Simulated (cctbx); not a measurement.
# Li2ScBr4: precision against data quality

Space group Fd-3m (no. 227, origin choice 1), a = 11.3970 Å, b = 11.3970 Å, c = 11.3970 Å, α = 90.00°, β = 90.00°, γ = 90.00°.

```csv
atom,mult.,x,y,z,Ueq (Å²)
Br1,32,0.1137,0.1137,0.3863,0.0169
Sc1,8,1/2,0,1/2,0.0224
Li1,16,1/8,7/8,3/8,0.0354
```

The model was made for the exercise: a known structure type with other elements put in, its volume estimated, not relaxed; displacement parameters are assumed.

Five simulated data sets (cctbx; Ag Kα, λ = 0.56087 Å; 4 % proportional error) differ in resolution or exposure (noise floor 8 counts in the first three, 8 in the last two). Each is refined with the right model, isotropic at 1.1 Å and anisotropic otherwise. How do the figures of merit and the uncertainties move?

```csv
d min (Å),top counts,"⟨I/σ⟩ (unmerged, absences included)",unique,param. (scale apart),Rint,R1,GooF,largest s.u. xyz (fractional),s.u. U of Li1 (Å²),largest error (Å)
1.1,5000,1.9,43,4,0.053,0.0110,1.00,0.00003,0.0052,0.0002
0.84,5000,1.7,85,6,0.063,0.0110,0.95,0.00002,0.0029,0.0002
0.6,5000,1.2,206,6,0.092,0.0150,0.95,0.00001,0.0021,0.0004
0.75,300,0.2,114,6,0.444,0.0538,1.10,0.00015,0.0305,0.0008
0.75,3000,1.2,114,6,0.089,0.0155,1.09,0.00003,0.0042,0.0002
```

The number of reflections grows roughly as 1/d³: 43, 85 and 206 here. R1 follows the noise rather than the truth: at 300 counts it is 0.0538, at 3000 counts 0.0155, while GooF is 1.10 and 1.09: the weights 1/σ² carry the noise. The s.u. of U (U11 where anisotropic) for Li1 goes 0.0052, 0.0029, 0.0021 Å² with resolution and 0.0305, 0.0042 Å² with exposure.

Hardware for the 0.6 Å refinement: 1.3 s on 1 thread of Arm Neoverse N1 (shared host), peak memory 0.1 GiB.

[Logs are printed without paths, hosts, clocks, repeated set-up lines and the standing remarks that a program may print on its own settings, such as how far it seeks lower states.]
